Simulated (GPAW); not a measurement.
## STM contrast on 1T-VBrI monolayer

Aim: Tersoff-Hamann images of 1T-VBrI monolayer at several biases.

Main program and level: GPAW 26.7.0; GPAW, PAW setups; layer in a repeated cell with vacuum, relaxation of atoms and in-plane cell, in the first sound run; inputs show where later runs differ.

### 1. The starting structure

The cell holds 3 atoms: 1 I, 1 V and 1 Br. Cell: a = 3.908 Å, b = 3.908 Å, c = 21.198 Å, α = 90.0°, β = 90.0°, γ = 120.0°. Vacuum lies along c.

### 2. Relaxation

The atoms are relaxed first, since the surface dipole, and with it the work function, follows the positions of the outer layers.

The input, run.py:

```python
import json
import numpy as np
from ase import Atoms
from ase.filters import FrechetCellFilter
from ase.optimize import BFGS
from gpaw import GPAW, PW

slab = Atoms(
    ['I', 'V', 'Br'],
    positions=[
        [1.95383, 1.12805, 9.00000],
        [0.00000, 0.00000, 10.76343],
        [-0.00000, 2.25609, 12.19788]],
    cell=[[3.90767, 0.0, 0.0], [-1.95383, 3.38414, 0.0], [0.0, 0.0, 21.1979]],
    pbc=[True, True, True],
    magmoms=[0.0, 1.0, 0.0])

slab.calc = GPAW(mode=PW(600), xc='PBE', kpts={'size': (9, 9, 1), 'gamma': True},
                 occupations={'name': 'fermi-dirac', 'width': 0.05}, nbands='160%',
                 convergence={'density': 1e-05}, maxiter=200,
                 symmetry={'tolerance': 1e-3}, txt='slab.txt')
result = {}
# The in-plane cell is free; stress needs a cell that repeats along all three vectors
path = []
opt = BFGS(FrechetCellFilter(slab, mask=[1, 1, 0, 0, 0, 1]), maxstep=0.2)
opt.attach(lambda: path.append((slab.get_potential_energy(), slab.positions.tolist(), slab.get_forces().tolist())))
result['relaxed'] = bool(opt.run(fmax=0.02, steps=45))
result['path'] = path
result['cell'] = slab.cell.tolist()
print('in-plane lattice', slab.cell.cellpar().round(4)[[0, 1, 5]])
energy = slab.get_potential_energy()
fermi = slab.calc.get_fermi_level()
v = slab.calc.get_electrostatic_potential().mean((0, 1)) - fermi
n = slab.calc.get_pseudo_density().mean((0, 1))
L = slab.cell[2, 2]
z = np.arange(len(v)) * L / len(v)
low, high = slab.positions[:, 2].min(), slab.positions[:, 2].max()
below, above = np.interp([low - 6.8, high + 6.8], z, v)
slopes = [np.interp(x, z, np.gradient(v, z)) for x in (low - 6.8, high + 6.8)]
eps = np.array([[slab.calc.get_eigenvalues(k, s) for k in range(len(slab.calc.get_ibz_k_points()))]
                for s in range(slab.calc.get_number_of_spins())]) - fermi
top, bottom = eps[eps < 0].max(), eps[eps > 0].min()
dipole = slab.get_dipole_moment()[2]
print(f'energy {energy:.4f} eV, Fermi level {fermi:.4f} eV, dipole {dipole:.5f} e A')
print(f'potential 6.8 A off the faces, from the Fermi level: lower {below:.4f} eV, upper {above:.4f} eV')
print(f'slope of the potential there: lower {slopes[0]:.5f}, upper {slopes[1]:.5f} eV/A')
print(f'nearest levels on the mesh: {top:.4f} and {bottom:.4f} eV')
print('magnetic moment', round(slab.get_magnetic_moment(), 3))
result.update(energy=energy, fermi=fermi, dipole=dipole, below=below, above=above, slopes=slopes, edges=[top, bottom],
              z=z.tolist(), v=v.tolist(), n=n.tolist(), positions=slab.positions.tolist(),
              forces=slab.get_forces(apply_constraint=False).tolist(), moments=slab.get_magnetic_moments().tolist())
json.dump(result, open('result.json', 'w'))
```

Started as:

```bash
$ OMP_NUM_THREADS=1 OPENBLAS_NUM_THREADS=1 python run.py
```

Log:

```text
Step          Energy          fmax
BFGS:    0      -13.532293        0.419694
BFGS:    1      -13.536240        0.386176
BFGS:    2      -13.560175        0.188046
BFGS:    3      -13.561618        0.169106
BFGS:    4      -13.570933        0.008521
in-plane lattice [  3.9878   3.9878 119.9999]
energy -13.5709 eV, Fermi level -1.1865 eV, dipole -0.03654 e A
potential 6.8 A off the faces, from the Fermi level: lower 3.8953 eV, upper 3.9994 eV
slope of the potential there: lower -0.02272, upper -0.02270 eV/A
nearest levels on the mesh: -0.6396 and 0.5882 eV
magnetic moment 3.0
```

Run time: 6.2 min. Hardware: 1 thread of Intel Xeon Platinum 8375C at 2.90GHz (Ice Lake), shared host; peak memory 0.55 GiB.

Numbers from this step:

* dipole along the normal: -0.03654 e·Å
* levels nearest the Fermi level on the mesh: -0.6396, 0.5882 eV from the Fermi level
* site moments: -0.03949, 2.535, -0.02414 μB
* sum of the site moments: 2.472 μB

The electrostatic potential energy of an electron (without an applied field's), less the Fermi level, planar mean by z:

```csv
z (Å),"electrostatic potential energy of an electron (without an applied field's), less the Fermi level, planar mean (eV)"
0,3.95
1,3.92
2,3.90
3,3.88
4,3.86
5,3.83
6,3.81
7,3.68
8,1.58
9,-16.6
10,-4.31
11,-7.51
12,-11.8
13,1.55
14,4.00
15,4.08
16,4.07
17,4.04
18,4.02
19,4.00
20,3.97
21,3.95
```

The pseudo valence density, planar mean by z:

```
z (Å)  pseudo valence density, planar mean (e/Å³)
  5.5                                      6.6e-5
  6.0                                      2.8e-4
  6.5                                     0.00125
  7.0                                     0.00562
  7.5                                      0.0250
  8.0                                      0.0994
  8.5                                       0.260
  9.0                                       0.156
  9.5                                       0.303
 10.0                                       0.304
 10.5                                       0.838
 11.0                                       0.802
 11.5                                       0.346
 12.0                                       0.307
 12.5                                       0.291
 13.0                                       0.134
 13.5                                      0.0306
 14.0                                     0.00615
 14.5                                     0.00124
 15.0                                      2.6e-4
 15.5                                      5.8e-5
```

Site moment by atom:

```csv
atom,site moment (μB)
I1,-0.04
V2,2.54
Br3,-0.02
```

The relaxation lowered the energy of the cell by 0.0386 eV (energies extrapolated to zero smearing; the optimiser's log prints free energies). The largest force left on a free atom is 0.0045 eV/Å.

### 3. Plane waves, PBE

The work function is the vacuum plateau of the electrostatic potential less the Fermi level; a dipole layer lets the two faces have plateaus of their own.

This step: GPAW, PAW setups; slab in vacuum (GPAW 26.7.0).

The cell differs from the one that the last finished run ended in (c 21.198 → 21.016 Å).

The input, run.py:

```python
import json
import numpy as np
from ase import Atoms
from ase.dft.stm import STM
from gpaw import GPAW, PW

slab = Atoms(
    ['I', 'V', 'Br'],
    positions=[
        [1.99388, 1.15117, 9.00000],
        [-0.00000, 0.00000, 10.62853],
        [-0.00000, 2.30234, 12.01604]],
    cell=[[3.98777, -0.0, 0.0], [-1.99388, 3.45351, 0.0], [0.0, 0.0, 21.016]],
    pbc=[True, True, False],
    magmoms=[0.0, 1.0, 0.0])

slab.calc = GPAW(mode=PW(400), xc='PBE', kpts={'size': (9, 9, 1), 'gamma': True},
                 occupations={'name': 'fermi-dirac', 'width': 0.05}, nbands='160%',
                 convergence={'density': 1e-05}, maxiter=200,
                 poissonsolver={'dipolelayer': 'xy'},
                 symmetry={'tolerance': 1e-3}, txt='slab.txt')
result = {}
energy = slab.get_potential_energy()
fermi = slab.calc.get_fermi_level()
v = slab.calc.get_electrostatic_potential().mean((0, 1)) - fermi
n = slab.calc.get_pseudo_density().mean((0, 1))
L = slab.cell[2, 2]
z = np.arange(len(v)) * L / len(v)
low, high = slab.positions[:, 2].min(), slab.positions[:, 2].max()
below, above = np.interp([low - 6.8, high + 6.8], z, v)
slopes = [np.interp(x, z, np.gradient(v, z)) for x in (low - 6.8, high + 6.8)]
eps = np.array([[slab.calc.get_eigenvalues(k, s) for k in range(len(slab.calc.get_ibz_k_points()))]
                for s in range(slab.calc.get_number_of_spins())]) - fermi
top, bottom = eps[eps < 0].max(), eps[eps > 0].min()
dipole = slab.get_dipole_moment()[2]
print(f'energy {energy:.4f} eV, Fermi level {fermi:.4f} eV, dipole {dipole:.5f} e A')
print(f'potential 6.8 A off the faces, from the Fermi level: lower {below:.4f} eV, upper {above:.4f} eV')
print(f'slope of the potential there: lower {slopes[0]:.5f}, upper {slopes[1]:.5f} eV/A')
print(f'nearest levels on the mesh: {top:.4f} and {bottom:.4f} eV')
print('magnetic moment', round(slab.get_magnetic_moment(), 3))
result.update(energy=energy, fermi=fermi, dipole=dipole, below=below, above=above, slopes=slopes, edges=[top, bottom],
              z=z.tolist(), v=v.tolist(), n=n.tolist(), positions=slab.positions.tolist(),
              forces=slab.get_forces(apply_constraint=False).tolist(), moments=slab.get_magnetic_moments().tolist())

# Images need the states of the whole zone, up to time reversal
slab.calc = slab.calc.fixed_density(symmetry={'point_group': False}, txt='states.txt', nbands='250%',
                                    convergence={'bands': 'CBM+1.3'})
stm = STM(slab)
result['stm'] = []
for bias in [-1.0, 1.0]:
    height = high + 4.0
    current = stm.get_averaged_current(bias, height)
    x, y, h = stm.scan(bias, current)
    i, f = divmod(height / L * stm.ldos.shape[2], 1)
    I = abs((1 - f) * stm.ldos[:, :, int(i)] + f * stm.ldos[:, :, int(i) + 1])
    print(f'bias {bias} V: mean current at 4.0 A {current:.4e}, corrugation {np.ptp(h):.4f} A')
    result['stm'].append(dict(bias=bias, current=current, h=(h - high).tolist(), I=I.tolist()))
json.dump(result, open('result.json', 'w'))
```

Log:

```text
energy -13.5464 eV, Fermi level -1.1636 eV, dipole -0.02821 e A
potential 6.8 A off the faces, from the Fermi level: lower 3.7632 eV, upper 4.1353 eV
slope of the potential there: lower -0.00002, upper 0.00002 eV/A
nearest levels on the mesh: -0.6393 and 0.5879 eV
magnetic moment 3.0
bias -1.0 V: mean current at 4.0 A 1.4688e-06, corrugation 0.3648 A
bias 1.0 V: mean current at 4.0 A 7.5386e-06, corrugation 0.0967 A
```

It took 2.6 min on 1 thread; peak memory 0.62 GiB.

This step gave:

```
dipole along the normal                    : -0.02821 e·Å
levels nearest the Fermi level on the mesh : -0.6393, 0.5879 eV from the Fermi level
upper work function                        : 4.135 eV
lower work function                        : 3.763 eV
site moments                               : -0.03945, 2.533, -0.02427 μB
corrugation -1                             : 0.3648 Å
corrugation 1                              : 0.09672 Å
upper ionisation energy                    : 4.775 eV
sum of the site moments                    : 2.470 μB
```

Table of electrostatic potential energy of an electron (without an applied field's), less the Fermi level, planar mean by z:

| z (Å) | electrostatic potential energy of an electron (without an applied field's), less the Fermi level, planar mean (eV) |
| --- | --- |
| 0.0 | 3.95 |
| 0.5 | 3.76 |
| 1.0 | 3.76 |
| 1.5 | 3.76 |
| 2.0 | 3.76 |
| 2.5 | 3.76 |
| 3.0 | 3.76 |
| 3.5 | 3.76 |
| 4.0 | 3.76 |
| 4.5 | 3.76 |
| 5.0 | 3.76 |
| 5.5 | 3.76 |
| 6.0 | 3.75 |
| 6.5 | 3.73 |
| 7.0 | 3.61 |
| 7.5 | 3.08 |
| 8.0 | 0.783 |
| 8.5 | -7.39 |
| 9.0 | -17.4 |
| 9.5 | -8.82 |
| 10.0 | -4.43 |
| 10.5 | -8.57 |
| 11.0 | -6.52 |
| 11.5 | -6.31 |
| 12.0 | -12.2 |
| 12.5 | -3.96 |
| 13.0 | 2.28 |
| 13.5 | 3.76 |
| 14.0 | 4.06 |
| 14.5 | 4.12 |
| 15.0 | 4.13 |
| 15.5 | 4.13 |
| 16.0 | 4.13 |
| 16.5 | 4.14 |
| 17.0 | 4.14 |
| 17.5 | 4.14 |
| 18.0 | 4.14 |
| 18.5 | 4.14 |
| 19.0 | 4.14 |
| 19.5 | 4.14 |
| 20.0 | 4.14 |
| 20.5 | 4.14 |

Table of pseudo valence density, planar mean by z:

| z (Å) | pseudo valence density, planar mean (e/Å³) |
| --- | --- |
| 0.00 | 0 |
| 0.64 | 0 |
| 1.07 | 0 |
| 1.72 | 0 |
| 2.14 | 0 |
| 2.79 | 0 |
| 3.43 | 1.3e-6 |
| 3.86 | 2.0e-6 |
| 4.50 | 3.8e-6 |
| 5.15 | 3.4e-5 |
| 5.58 | 1.1e-4 |
| 6.22 | 7.4e-4 |
| 6.65 | 0.00263 |
| 7.29 | 0.0179 |
| 7.93 | 0.108 |
| 8.36 | 0.255 |
| 9.01 | 0.141 |
| 9.65 | 0.322 |
| 10.08 | 0.356 |
| 10.72 | 1.09 |
| 11.15 | 0.413 |
| 11.79 | 0.327 |
| 12.44 | 0.289 |
| 12.87 | 0.142 |
| 13.51 | 0.0204 |
| 14.15 | 0.00261 |
| 14.58 | 6.8e-4 |
| 15.23 | 9.1e-5 |
| 15.65 | 2.4e-5 |
| 16.30 | 4.6e-6 |
| 16.94 | 0 |
| 17.37 | 0 |
| 18.01 | 0 |
| 18.66 | 0 |
| 19.09 | 0 |
| 19.73 | 0 |
| 20.16 | 0 |
| 20.80 | 0 |

Tip height over the top atom over a1 and a2. Sample bias -1 V, constant current at the mean current 4.0 Å over the top atom.

Ten even steps from '0' (3.78 Å) to '9' (4.15 Å):
```
00134566666666543100
11356777777777653110
13567888888887653111
24678899999887642111
45788999999887543223
56789999999876544344
56789999998765444444
66789999987665444445
66789999876654433445
66789998766554323455
66788887665543223455
66788876655432223455
56777765544322223445
55666554443222223444
44554444432222223444
23332344433333334443
11111234444444444321
10111244445554444211
00011344555555443110
00112455666665542110
```
Columns: a1 from 0 to 0.95; rows upwards: a2 from 0 to 0.95.

Local density of states summed over the bias window over a1 and a2. Sample bias -1 V, constant height 4.0 Å over the top atom.

Values in units of 1e-6 arbitrary, 12 rows by 16 columns, each cell a mean:
```
1.1 1.1 1.2 1.4 1.6 1.7 1.7 1.8 1.7 1.7 1.6 1.5 1.3 1.2 1.1 1.1
1.1 1.3 1.5 1.7 1.9 1.9 2.0 2.0 2.0 1.9 1.8 1.6 1.3 1.2 1.1 1.1
1.3 1.5 1.7 1.9 2.0 2.1 2.1 2.1 2.0 1.9 1.8 1.5 1.3 1.2 1.2 1.2
1.5 1.7 1.9 2.0 2.1 2.1 2.1 2.1 2.0 1.8 1.6 1.4 1.3 1.3 1.3 1.3
1.5 1.7 2.0 2.1 2.1 2.1 2.1 2.0 1.8 1.6 1.4 1.3 1.3 1.3 1.3 1.4
1.6 1.8 1.9 2.1 2.1 2.1 2.0 1.8 1.6 1.4 1.3 1.3 1.2 1.2 1.3 1.4
1.5 1.7 1.8 1.9 1.9 1.8 1.7 1.5 1.4 1.3 1.2 1.1 1.1 1.2 1.3 1.4
1.5 1.6 1.7 1.7 1.6 1.5 1.4 1.4 1.3 1.2 1.1 1.1 1.1 1.2 1.3 1.4
1.4 1.4 1.4 1.4 1.4 1.3 1.3 1.3 1.2 1.1 1.1 1.1 1.2 1.3 1.3 1.3
1.2 1.2 1.2 1.2 1.2 1.3 1.3 1.3 1.2 1.2 1.2 1.2 1.3 1.3 1.3 1.2
1.1 1.1 1.1 1.1 1.2 1.3 1.3 1.3 1.3 1.3 1.3 1.3 1.3 1.2 1.2 1.1
1.1 1.1 1.1 1.1 1.3 1.4 1.4 1.5 1.5 1.5 1.4 1.4 1.3 1.2 1.1 1.1
```
Columns: a1 from 0 to 0.95; rows upwards: a2 from 0 to 0.95.

Tip height over the top atom over a1 and a2. Sample bias 1 V, constant current at the mean current 4.0 Å over the top atom.

Ten even steps from '_' (3.949 Å) to '@' (4.046 Å):
```
____..--====++**##%%%%##**++====--..____
....::--====++**##%%##**++====--::......
::----====**############**====----::....
--======**##%%######%%##**======--::..::
======**##%%%%%%%%%%%%##**======--....--
++++++##%%%%@@@@@@%%%%##++++++==::..::==
++****####%%@@@@%%####****++++==::::==++
**########%%@@%%########****++==--==++**
##%%%%####%%%%####%%%%##**++++====++++**
##%%####%%%%%%####%%##++==============++
####**########**####++================++
****++******++******======++++++======**
++++========++++**++====++++++++====++**
++==========++++++++====++++++====++++++
====----================++++============
----::------::::--==============--::::--
::....::::....::==++========++==::....::
..__........::==++++======++++==::......
____....::--==++****++++****++==--::....
____..::--==++++**######**++++==--::..__
```
Columns: a1 from 0 to 0.95; rows upwards: a2 from 0 to 0.95.

Local density of states summed over the bias window over a1 and a2. Sample bias 1 V, constant height 4.0 Å over the top atom.

Ten even steps from '_' (6.72 × 1e-6 arbitrary) to '@' (8.30 × 1e-6 arbitrary):
```
__..::--====++**##%%%%##**++====--::..__
..::::--====++**##%%##**++====--::::....
::----====**############**====----::::::
--======**##%%%%%%%%%%##**======--::::::
======**##@@@@@@@@@@@@##**======--....--
==++++##%%@@@@@@@@@@%%##++++====::..::==
++****##%%@@@@@@@@%%##****++++==::::==++
**######%%@@@@@@%%######****++==--==++**
##%%####%%@@@@%%####%%##**++++====++++**
##%%####%%@@%%####%%##++==============++
####**########**####++================++
****++++**++++******======++++++======**
++++========++++**++====++++++++====++**
======--======++++++====++++++====++++++
====----================++++============
----::------::::--==============--::::--
::::::::::....::==++========++==::....::
......::::..::==++++======++++==::..::::
____..::::--==++****++++****++==--::::..
____..::--==++++**######**++++==--::..__
```
Columns: a1 from 0 to 0.95; rows upwards: a2 from 0 to 0.95.

The layer is gapped, so the Fermi level lies somewhere inside the gap, set by smearing and numerics, and these work functions are no property of the material; the band edges below the vacuum level are. The potential is flat to 2.3e-5 eV/Å where it is read, so the vacuum is wide enough.

### 4. What came out

```yaml
work_function_upper_and_lower_face_fermi_level_placed_in_the_gap_by_the_smearing: 4.135 and 3.763 eV
ionisation_energy_from_the_upper_face_highest_filled_level_on_the_mesh: 4.77 eV
electron_affinity_from_the_upper_face_lowest_empty_kohn_sham_level_on_the_mesh: 3.55 eV
dipole_along_the_normal: -0.0282 e Å
corrugation_at_minus_1_v: 0.365 Å
corrugation_at_1_v: 0.0967 Å as printed, 0.078 Å or less without short-wave noise
```

In words: At 1 V GPAW's map carries short-wave noise, which can't be real at this height: without waves under 1.5 Å it spans 0.078 Å against 0.097 Å printed. The reading below uses the filtered value, which may still be too high. The corrugation at constant current is largest at -1 V, where the tip height varies by 0.36 Å over the cell. Negative sample bias images filled states, positive bias empty ones. The two faces differ by 0.37 eV, the step that the slab's dipole makes (e p/(ε0 A) gives 0.37 eV), so the dipole layer is needed. The levels nearest the Fermi level on the mesh lie 1.23 eV apart, so the slab is gapped there: the smearing puts the Fermi level inside the gap, and from either face the ionisation energy is the work function plus 0.64 eV. Both are Kohn-Sham levels on the mesh, and semilocal gaps are too small, so the affinity tends to come out too large and the ionisation energy too small. The images are of Tersoff-Hamann type: an s-wave tip, no tip-sample forces, heights closer than in a microscope. With elements this heavy, spin-orbit coupling can move band edges by tenths of an eV. The relaxation of atoms and cell ran in a fully periodic cell without the dipole layer, so the atoms of this polar layer felt a small spurious field. Biases count from a Fermi level whose place in the gap is arbitrary, so only their reach past the band edges has a meaning. One magnetic start was tried; another order may lie lower. The layer's cell and atoms come from the relaxation; spin-orbit coupling and temperature are left out.

[Logs are printed without paths, hosts, clocks, repeated set-up lines and the standing remarks that a program may print on its own settings, such as how far it seeks lower states.]

[Hosts, paths, dates, database ids (printed as entryN), source tags and the programs' standing remarks are cut or masked in the printed files.]
